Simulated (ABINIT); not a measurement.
# Beyond one shot: SiO2 (P3_221), part 2 of 3

Wanted: G0W0 and self-consistent gaps of SiO2 (P3_221), with the cost of the cycles.

ABINIT 10.8.3; LDA and many-body steps on it, plane waves. Known limits of the many-body steps: not at the basis limit; coarse k mesh.

So far. Step 5 (evGW0, cycle 1): Against G0W0 in ABINIT (3×3×2 mesh, 179 bands, screening to 106.1 eV, Godby-Needs plasmon pole), the gap moves by +0.544 eV. This first cycle still uses the starting levels; it takes the full correction, at all points of the mesh, and its linearised value is 8.722 eV. Step 6 (evGW0, cycle 2): Against the cycle before, the gap moves by −0.121 eV.

## 7. evGW0, cycle 3

Level of this step: evGW0 on LDA, plane waves, norm-conserving pseudopotentials (ABINIT).

Input file run.abi:

```
acell 3*1.0 Angstrom
rprim 
  4.916359999971 0.000000000007 0.000000000000
  -2.458179999991 4.257692654122 0.000000000000
  0.000000000000 0.000000000000 5.408400000000
ntypat 2
znucl 14 8
natom 9
typat 1 1 1 2 2 2 2 2 2
xred 
  0.469730000000 0.000000000000 0.666666666667
  0.000000000000 0.469730000000 0.333333333333
  0.530270000000 0.530270000000 -0.000000000000
  0.413540000000 0.267580000000 0.785580000000
  0.732420000000 0.145960000000 0.452246666667
  0.854040000000 0.586460000000 0.118913333333
  0.267580000000 0.413540000000 0.214420000000
  0.145960000000 0.732420000000 0.547753333333
  0.586460000000 0.854040000000 0.881086666667
pp_dirpath "pseudos"
pseudos "Si.upf, O.upf"
ecut 36
ngkpt 3 3 2
nshiftk 1
shiftk 0 0 0
kptopt 1
chksymbreak 0
istwfk *1
occopt 1
irdwfk 1
optdriver 4
nband 179
gwcalctyp 10
ecutsigx 36
symsigma 1
nkptgw 6
kptgw 
  0.0000000000 0.0000000000 0.0000000000
  0.3333333333 0.0000000000 0.0000000000
  0.3333333333 0.3333333333 0.0000000000
  0.0000000000 0.0000000000 0.5000000000
  0.3333333333 0.0000000000 0.5000000000
  0.3333333333 0.3333333333 0.5000000000
bdgw 
  7 32
  7 32
  7 32
  7 32
  7 32
  7 32
ecuteps 3.9
irdscr 1
ppmodel 1
irdqps 1
indata_prefix "in"
outdata_prefix "out"
tmpdata_prefix "tmp"
```

Launch:

```
> OMP_NUM_THREADS=1 mpirun -n 4 abinit run.abi > log
```

Log:

```text
.Version 10.8.3 of ABINIT. v10.8.2 released Aug 2026.

 Symmetries : space group P3_2 2 1 (#154); Bravais hP (primitive hexag.)
[... echo of the input left out ...]
== DATASET  1 ==================================================================
-   mpi_nproc: 4, omp_nthreads: 1 (-1 if OMP is not activated)

--- !DatasetInfo
iteration_state: {dtset: 1, }
dimensions: {natom: 9, nkpt: 6, mband: 179, nsppol: 1, nspinor: 1, nspden: 1, mpw: 7935, }
cutoff_energies: {ecut:  36.0, pawecutdg:  -1.0, }
[...]
.  kptgw no:  4; Maximum DeltaE = (   0.007   0.000) for band index: 26
.  kptgw no:  5; Maximum DeltaE = (   0.012   0.000) for band index: 25
.  kptgw no:  6; Maximum DeltaE = (  -0.002   0.000) for band index: 19

== END DATASET(S) ==============================================================
================================================================================

 -outvars: echo values of variables after computation  --------
           etotal      0.0000000000E+00
            nband         179
             nkpt           6
          spgroup         154
 [... the other variables as echoed above ...]

 Calculation completed.
```

Elapsed: 4.6 min, on 4 MPI ranks of Arm Neoverse V1, shared host; peak memory 2.4 GiB; 19 min of CPU time.

This step gave:

* quasiparticle gap on the mesh: 9.142 eV
* gap of the density functional on the mesh: 5.794 eV
* k of the valence top: 0.3333, 0.3333, 0
* k of the conduction bottom: 0, 0, 0
* least direct quasiparticle gap on the computed points: 9.527 eV

Against the cycle before, the gap moves by −0.003 eV.

## 8. Screening, 3×3×2 mesh, 179 bands, screening to 106.1 eV

This step: RPA screening on LDA, plane waves, norm-conserving pseudopotentials.

run.abi, as its differences from that of step 7:

```diff
@@ -30,26 +30,13 @@
 irdwfk 1
-optdriver 4
+optdriver 3
 nband 179
+ecuteps 3.9
+inclvkb 2
+awtr 1
+symchi 1
 gwcalctyp 10
-ecutsigx 36
-symsigma 1
-nkptgw 6
-kptgw 
-  0.0000000000 0.0000000000 0.0000000000
-  0.3333333333 0.0000000000 0.0000000000
-  0.3333333333 0.3333333333 0.0000000000
-  0.0000000000 0.0000000000 0.5000000000
-  0.3333333333 0.0000000000 0.5000000000
-  0.3333333333 0.3333333333 0.5000000000
-bdgw 
-  7 32
-  7 32
-  7 32
-  7 32
-  7 32
-  7 32
-ecuteps 3.9
-irdscr 1
-ppmodel 1
-irdqps 1
+mbpt_sciss 3.704 eV
+nqptdm 1
+qptdm 
+  0 0 0
 indata_prefix "in"
```

Log:

```text
.Version 10.8.3 of ABINIT. v10.8.2 released Aug 2026.

 Symmetries : space group P3_2 2 1 (#154); Bravais hP (primitive hexag.)
[... echo of the input left out ...]
== DATASET  1 ==================================================================
-   mpi_nproc: 4, omp_nthreads: 1 (-1 if OMP is not activated)

--- !DatasetInfo
iteration_state: {dtset: 1, }
dimensions: {natom: 9, nkpt: 6, mband: 179, nsppol: 1, nspinor: 1, nspden: 1, mpw: 7935, }
cutoff_energies: {ecut:  36.0, pawecutdg:  -1.0, }
electrons: {nelect:   4.80000000E+01, charge:   0.00000000E+00, occopt:   1.00000000E+00, tsmear:   1.00000000E-02, }

 SCREENING: Calculation of the susceptibility and dielectric matrices

 Based on a program developped by R.W. Godby, V. Olevano, G. Onida, and L. Reining.
 Incorporated in ABINIT by V. Olevano, G.-M. Rignanese, and M. Torrent.
.Using double precision arithmetic ; gwpc =  8

[... cell and pseudopotentials left out ...]
--------------------------------------------------------------------------------

 ==== K-mesh for the wavefunctions ====
 Number of points in the irreducible wedge :     6
[... list of points left out ...]
 Together with  6 symmetry operations and time-reversal symmetry
 yields    18 points in the full Brillouin Zone.

 ==== Q-mesh for the screening function ====
 Number of points in the irreducible wedge :     6
[... list of points left out ...]
 Together with  6 symmetry operations and time-reversal symmetry
 yields    18 points in the full Brillouin Zone.

 setmesh: FFT mesh size selected  =    36x   36x   45
          total number of points  =        58320

 vcoul_init : cutoff-mode = AUXILIARY_FUNCTION
 q-points for optical limit:   1
     1)      0.000010    0.000020    0.000030

 Dielectric matrix will be calculated only for some
 selected q points provided by the user through the input variables
 nqptdm and qptdm

- screening: taking advantage of time-reversal symmetry
- Maximum band index for partially occupied states nbvw = 24
- Remaining bands to be divided among processors   nbcw = 155
- Number of bands treated by each node ~38

 rdqps: reading QP wavefunctions of the previous step
        looking for file in_QPS
 file not found, 1st iteration initialized with KS eigenelements

 screening : performing a first self-consistency
 update of the energies in W by a scissor operator
 applying a scissor operator of [eV] :   3.704

 Number of electrons calculated from density =   48.0000; Expected =   48.0000
 average of density, n =  0.062829
 r_s =    1.5605
 omega_plasma =   24.1788 [eV]

 calculating chi0 at frequencies [eV] :
  1    0.000000E+00    0.000000E+00
  2    0.000000E+00    2.417879E+01

--------------------------------------------------------------------------------
  q-point number  1        q = ( 0.000000, 0.000000, 0.000000) [r.l.u.]
--------------------------------------------------------------------------------
[... chi0 elements left out ...]
 For q-point:  0.000010 0.000020 0.000030
  dielectric constant =   2.1119
  dielectric constant without local fields =   2.2531

  Average fulfillment of the sum rule on Im[epsilon] for q-point    1 :     72.39  [%]
[... wings left out ...]
== END DATASET(S) ==============================================================
================================================================================

 -outvars: echo values of variables after computation  --------
           etotal      0.0000000000E+00
            nband         179
             nkpt           6
          spgroup         154
 [... the other variables as echoed above ...]

 Calculation completed.
```

It took 58 s on 4 MPI ranks; peak memory 2.1 GiB.

This step gave:

- ε∞ with local fields, on this mesh, along the program's q direction: 2.112
- the same without local fields: 2.253
- plasma frequency: 24.18 eV
- plane waves in the screening matrix: 279

This screening uses the functional's bands under a rigid shift, the mean opening of the cycle before.

## 9. Screening, 3×3×2 mesh, 179 bands, screening to 106.1 eV

This step: RPA screening on LDA from quasiparticle energies, plane waves, norm-conserving pseudopotentials.

run.abi, as its differences from that of step 8:

```diff
@@ -36,7 +36,11 @@
 symchi 1
+irdqps 1
 gwcalctyp 10
-mbpt_sciss 3.704 eV
-nqptdm 1
+nqptdm 5
 qptdm 
-  0 0 0
+  0.3333333333 0.0000000000 0.0000000000
+  0.3333333333 0.3333333333 0.0000000000
+  0.0000000000 0.0000000000 0.5000000000
+  0.3333333333 0.0000000000 0.5000000000
+  0.3333333333 0.3333333333 0.5000000000
 indata_prefix "in"
```

Input file mrgscr.stdin:

```
2
merged
q0_SCR
out_SCR
1
```

Launch:

```
> OMP_NUM_THREADS=1 mpirun -n 4 abinit run.abi > log; mrgscr < mrgscr.stdin
```

Log:

```text
.Version 10.8.3 of ABINIT. v10.8.2 released Aug 2026.

 Symmetries : space group P3_2 2 1 (#154); Bravais hP (primitive hexag.)
[... echo of the input left out ...]
== DATASET  1 ==================================================================
-   mpi_nproc: 4, omp_nthreads: 1 (-1 if OMP is not activated)

--- !DatasetInfo
iteration_state: {dtset: 1, }
dimensions: {natom: 9, nkpt: 6, mband: 179, nsppol: 1, nspinor: 1, nspden: 1, mpw: 7935, }
cutoff_energies: {ecut:  36.0, pawecutdg:  -1.0, }
[...]
q-point number  1        q = ( 0.333333, 0.000000, 0.000000) [r.l.u.]
--------------------------------------------------------------------------------
[... chi0 elements left out ...]
  Average fulfillment of the sum rule on Im[epsilon] for q-point    2 :     77.18  [%]

--------------------------------------------------------------------------------
  q-point number  2        q = ( 0.333333, 0.333333, 0.000000) [r.l.u.]
--------------------------------------------------------------------------------
[... chi0 elements left out ...]
  Average fulfillment of the sum rule on Im[epsilon] for q-point    3 :     74.47  [%]

 [... 3 further q-points ...]
```

Wall time 61 s (4 MPI ranks); peak memory 1.8 GiB; 4.1 min of CPU time.

This step gave:

```yaml
plasma_frequency: 24.18 eV
plane_waves_in_the_screening_matrix: 279
```

This screening reads the quasiparticle levels of the cycle before.

## 10. evGW, cycle 1

This step: evGW on LDA, plane waves, norm-conserving pseudopotentials.

run.abi, as its differences from that of step 9:

```diff
@@ -30,12 +30,10 @@
 irdwfk 1
-optdriver 3
+optdriver 4
 nband 179
-ecuteps 3.9
-inclvkb 2
-awtr 1
-symchi 1
-irdqps 1
 gwcalctyp 10
-nqptdm 5
-qptdm 
+ecutsigx 36
+symsigma 1
+nkptgw 6
+kptgw 
+  0.0000000000 0.0000000000 0.0000000000
   0.3333333333 0.0000000000 0.0000000000
@@ -45,2 +43,13 @@
   0.3333333333 0.3333333333 0.5000000000
+bdgw 
+  7 32
+  7 32
+  7 32
+  7 32
+  7 32
+  7 32
+ecuteps 3.9
+irdscr 1
+ppmodel 1
+irdqps 1
 indata_prefix "in"
```

Launch:

```
> OMP_NUM_THREADS=1 mpirun -n 4 abinit run.abi > log
```

Log:

```text
.Version 10.8.3 of ABINIT. v10.8.2 released Aug 2026.

 Symmetries : space group P3_2 2 1 (#154); Bravais hP (primitive hexag.)
[... echo of the input left out ...]
== DATASET  1 ==================================================================
-   mpi_nproc: 4, omp_nthreads: 1 (-1 if OMP is not activated)

--- !DatasetInfo
iteration_state: {dtset: 1, }
dimensions: {natom: 9, nkpt: 6, mband: 179, nsppol: 1, nspinor: 1, nspden: 1, mpw: 7935, }
cutoff_energies: {ecut:  36.0, pawecutdg:  -1.0, }
[...]
.  kptgw no:  4; Maximum DeltaE = (   0.247  -0.000) for band index:  1
.  kptgw no:  5; Maximum DeltaE = (   0.244   0.000) for band index:  1
.  kptgw no:  6; Maximum DeltaE = (   0.253   0.000) for band index:  1

== END DATASET(S) ==============================================================
================================================================================

 -outvars: echo values of variables after computation  --------
           etotal      0.0000000000E+00
            nband         179
             nkpt           6
          spgroup         154
 [... the other variables as echoed above ...]

 Calculation completed.
```

Elapsed: 4.7 min, on 4 MPI ranks; peak memory 2.4 GiB; 19 min of CPU time.

This step gave:

```yaml
quasiparticle_gap_on_the_mesh: 9.734 eV
gap_of_the_density_functional_on_the_mesh: 5.794 eV
k_of_the_valence_top: 0.3333, 0.3333, 0
k_of_the_conduction_bottom: 0, 0, 0
least_direct_quasiparticle_gap_on_the_computed_points: 10.12 eV
```

Against G0W0 in ABINIT (3×3×2 mesh, 179 bands, screening to 106.1 eV, Godby-Needs plasmon pole), the gap moves by +1.012 eV.

## 11. Screening, 3×3×2 mesh, 179 bands, screening to 106.1 eV

This step: RPA screening on LDA, plane waves, norm-conserving pseudopotentials.

run.abi, as its differences from that of step 10:

```diff
@@ -30,26 +30,13 @@
 irdwfk 1
-optdriver 4
+optdriver 3
 nband 179
+ecuteps 3.9
+inclvkb 2
+awtr 1
+symchi 1
 gwcalctyp 10
-ecutsigx 36
-symsigma 1
-nkptgw 6
-kptgw 
-  0.0000000000 0.0000000000 0.0000000000
-  0.3333333333 0.0000000000 0.0000000000
-  0.3333333333 0.3333333333 0.0000000000
-  0.0000000000 0.0000000000 0.5000000000
-  0.3333333333 0.0000000000 0.5000000000
-  0.3333333333 0.3333333333 0.5000000000
-bdgw 
-  7 32
-  7 32
-  7 32
-  7 32
-  7 32
-  7 32
-ecuteps 3.9
-irdscr 1
-ppmodel 1
-irdqps 1
+mbpt_sciss 4.329 eV
+nqptdm 1
+qptdm 
+  0 0 0
 indata_prefix "in"
```

Log:

```text
.Version 10.8.3 of ABINIT. v10.8.2 released Aug 2026.

 Symmetries : space group P3_2 2 1 (#154); Bravais hP (primitive hexag.)
[... echo of the input left out ...]
== DATASET  1 ==================================================================
-   mpi_nproc: 4, omp_nthreads: 1 (-1 if OMP is not activated)

--- !DatasetInfo
iteration_state: {dtset: 1, }
dimensions: {natom: 9, nkpt: 6, mband: 179, nsppol: 1, nspinor: 1, nspden: 1, mpw: 7935, }
cutoff_energies: {ecut:  36.0, pawecutdg:  -1.0, }
[...]
[... chi0 elements left out ...]
 For q-point:  0.000010 0.000020 0.000030
  dielectric constant =   2.0756
  dielectric constant without local fields =   2.2101

  Average fulfillment of the sum rule on Im[epsilon] for q-point    1 :     73.73  [%]
[... wings left out ...]
== END DATASET(S) ==============================================================
================================================================================

 -outvars: echo values of variables after computation  --------
           etotal      0.0000000000E+00
            nband         179
             nkpt           6
          spgroup         154
 [... the other variables as echoed above ...]

 Calculation completed.
```

It took 55 s on 4 MPI ranks; peak memory 2.1 GiB.

This step gave:

```yaml
eps_infinity_with_local_fields_on_this_mesh_along_the_program_s_q_direction: 2.076
the_same_without_local_fields: 2.210
plasma_frequency: 24.18 eV
plane_waves_in_the_screening_matrix: 279
```

This screening uses the functional's bands under a rigid shift, the mean opening of the cycle before.

## 12. Screening, 3×3×2 mesh, 179 bands, screening to 106.1 eV

This step: RPA screening on LDA from quasiparticle energies, plane waves, norm-conserving pseudopotentials.

run.abi, as its differences from that of step 11:

```diff
@@ -36,7 +36,11 @@
 symchi 1
+irdqps 1
 gwcalctyp 10
-mbpt_sciss 4.329 eV
-nqptdm 1
+nqptdm 5
 qptdm 
-  0 0 0
+  0.3333333333 0.0000000000 0.0000000000
+  0.3333333333 0.3333333333 0.0000000000
+  0.0000000000 0.0000000000 0.5000000000
+  0.3333333333 0.0000000000 0.5000000000
+  0.3333333333 0.3333333333 0.5000000000
 indata_prefix "in"
```

mrgscr.stdin is that of step 9.

Launch:

```
> OMP_NUM_THREADS=1 mpirun -n 4 abinit run.abi > log; mrgscr < mrgscr.stdin
```

Log:

```text
.Version 10.8.3 of ABINIT. v10.8.2 released Aug 2026.

 Symmetries : space group P3_2 2 1 (#154); Bravais hP (primitive hexag.)
[... echo of the input left out ...]
== DATASET  1 ==================================================================
-   mpi_nproc: 4, omp_nthreads: 1 (-1 if OMP is not activated)

--- !DatasetInfo
iteration_state: {dtset: 1, }
dimensions: {natom: 9, nkpt: 6, mband: 179, nsppol: 1, nspinor: 1, nspden: 1, mpw: 7935, }
cutoff_energies: {ecut:  36.0, pawecutdg:  -1.0, }
[...]
q-point number  1        q = ( 0.333333, 0.000000, 0.000000) [r.l.u.]
--------------------------------------------------------------------------------
[... chi0 elements left out ...]
  Average fulfillment of the sum rule on Im[epsilon] for q-point    2 :     78.40  [%]

--------------------------------------------------------------------------------
  q-point number  2        q = ( 0.333333, 0.333333, 0.000000) [r.l.u.]
--------------------------------------------------------------------------------
[... chi0 elements left out ...]
  Average fulfillment of the sum rule on Im[epsilon] for q-point    3 :     75.54  [%]

 [... 3 further q-points ...]
```

Wall time 66 s (4 MPI ranks); peak memory 1.8 GiB.

Numbers from this step:

```
plasma frequency                    : 24.18 eV
plane waves in the screening matrix : 279
```

This screening reads the quasiparticle levels of the cycle before.

## 13. evGW, cycle 2

This step: evGW on LDA, plane waves, norm-conserving pseudopotentials.

run.abi, as its differences from that of step 12:

```diff
@@ -30,12 +30,10 @@
 irdwfk 1
-optdriver 3
+optdriver 4
 nband 179
-ecuteps 3.9
-inclvkb 2
-awtr 1
-symchi 1
-irdqps 1
 gwcalctyp 10
-nqptdm 5
-qptdm 
+ecutsigx 36
+symsigma 1
+nkptgw 6
+kptgw 
+  0.0000000000 0.0000000000 0.0000000000
   0.3333333333 0.0000000000 0.0000000000
@@ -45,2 +43,13 @@
   0.3333333333 0.3333333333 0.5000000000
+bdgw 
+  7 32
+  7 32
+  7 32
+  7 32
+  7 32
+  7 32
+ecuteps 3.9
+irdscr 1
+ppmodel 1
+irdqps 1
 indata_prefix "in"
```

Launch:

```
> OMP_NUM_THREADS=1 mpirun -n 4 abinit run.abi > log
```

Log:

```text
.Version 10.8.3 of ABINIT. v10.8.2 released Aug 2026.

 Symmetries : space group P3_2 2 1 (#154); Bravais hP (primitive hexag.)
[... echo of the input left out ...]
== DATASET  1 ==================================================================
-   mpi_nproc: 4, omp_nthreads: 1 (-1 if OMP is not activated)

--- !DatasetInfo
iteration_state: {dtset: 1, }
dimensions: {natom: 9, nkpt: 6, mband: 179, nsppol: 1, nspinor: 1, nspden: 1, mpw: 7935, }
cutoff_energies: {ecut:  36.0, pawecutdg:  -1.0, }
[...]
.  kptgw no:  4; Maximum DeltaE = (   0.016   0.000) for band index:  6
.  kptgw no:  5; Maximum DeltaE = (   0.023  -0.000) for band index:  1
.  kptgw no:  6; Maximum DeltaE = (   0.015   0.000) for band index:  6

== END DATASET(S) ==============================================================
================================================================================

 -outvars: echo values of variables after computation  --------
           etotal      0.0000000000E+00
            nband         179
             nkpt           6
          spgroup         154
 [... the other variables as echoed above ...]

 Calculation completed.
```

Run time: 4.6 min. Hardware: 4 MPI ranks; peak memory 2.4 GiB; 19 min of CPU time.

Numbers from this step:

- quasiparticle gap on the mesh: 9.799 eV
- gap of the density functional on the mesh: 5.794 eV
- k of the valence top: 0.3333, 0.3333, 0
- k of the conduction bottom: 0, 0, 0
- least direct quasiparticle gap on the computed points: 10.19 eV

Against the cycle before, the gap moves by +0.065 eV.

## 14. Screening, 3×3×2 mesh, 179 bands, screening to 106.1 eV

This step: RPA screening on LDA, plane waves, norm-conserving pseudopotentials.

run.abi, as its differences from that of step 13:

```diff
@@ -30,26 +30,13 @@
 irdwfk 1
-optdriver 4
+optdriver 3
 nband 179
+ecuteps 3.9
+inclvkb 2
+awtr 1
+symchi 1
 gwcalctyp 10
-ecutsigx 36
-symsigma 1
-nkptgw 6
-kptgw 
-  0.0000000000 0.0000000000 0.0000000000
-  0.3333333333 0.0000000000 0.0000000000
-  0.3333333333 0.3333333333 0.0000000000
-  0.0000000000 0.0000000000 0.5000000000
-  0.3333333333 0.0000000000 0.5000000000
-  0.3333333333 0.3333333333 0.5000000000
-bdgw 
-  7 32
-  7 32
-  7 32
-  7 32
-  7 32
-  7 32
-ecuteps 3.9
-irdscr 1
-ppmodel 1
-irdqps 1
+mbpt_sciss 4.391 eV
+nqptdm 1
+qptdm 
+  0 0 0
 indata_prefix "in"
```

Log:

```text
.Version 10.8.3 of ABINIT. v10.8.2 released Aug 2026.

 Symmetries : space group P3_2 2 1 (#154); Bravais hP (primitive hexag.)
[... echo of the input left out ...]
== DATASET  1 ==================================================================
-   mpi_nproc: 4, omp_nthreads: 1 (-1 if OMP is not activated)

--- !DatasetInfo
iteration_state: {dtset: 1, }
dimensions: {natom: 9, nkpt: 6, mband: 179, nsppol: 1, nspinor: 1, nspden: 1, mpw: 7935, }
cutoff_energies: {ecut:  36.0, pawecutdg:  -1.0, }
[...]
[... chi0 elements left out ...]
 For q-point:  0.000010 0.000020 0.000030
  dielectric constant =   2.0722
  dielectric constant without local fields =   2.2060

  Average fulfillment of the sum rule on Im[epsilon] for q-point    1 :     73.87  [%]
[... wings left out ...]
== END DATASET(S) ==============================================================
================================================================================

 -outvars: echo values of variables after computation  --------
           etotal      0.0000000000E+00
            nband         179
             nkpt           6
          spgroup         154
 [... the other variables as echoed above ...]

 Calculation completed.
```

It took 57 s on 4 MPI ranks; peak memory 2.1 GiB.

This step gave:

```yaml
eps_infinity_with_local_fields_on_this_mesh_along_the_program_s_q_direction: 2.072
the_same_without_local_fields: 2.206
plasma_frequency: 24.18 eV
plane_waves_in_the_screening_matrix: 279
```

This screening uses the functional's bands under a rigid shift, the mean opening of the cycle before.

(Continued in part 3 of 3.)

[Paths, hosts, dates, memory and timing lines, banners, echoed tables and standing remarks are left out of the program output.]

[Logs are printed without paths, hosts, clocks, repeated set-up lines and the standing remarks that a program may print on its own settings, such as how far it seeks lower states.]

[Runs of the session that timed out or met a known fault of the program may be left out.]

[Hosts, paths, dates, database ids (printed as entryN), source tags and the programs' standing remarks are cut or masked in the printed files.]

[G0W0 gaps are taken among the corrected bands and points alone; a level outside them can change the order at an edge.]

[Where Ansatz stands beside ABINIT at settings called matched, ABINIT's density can come from a denser mesh and the files from another edition; pairs whose starting gaps differed by over 0.03 eV were left out, so agreement reads better than it is.]
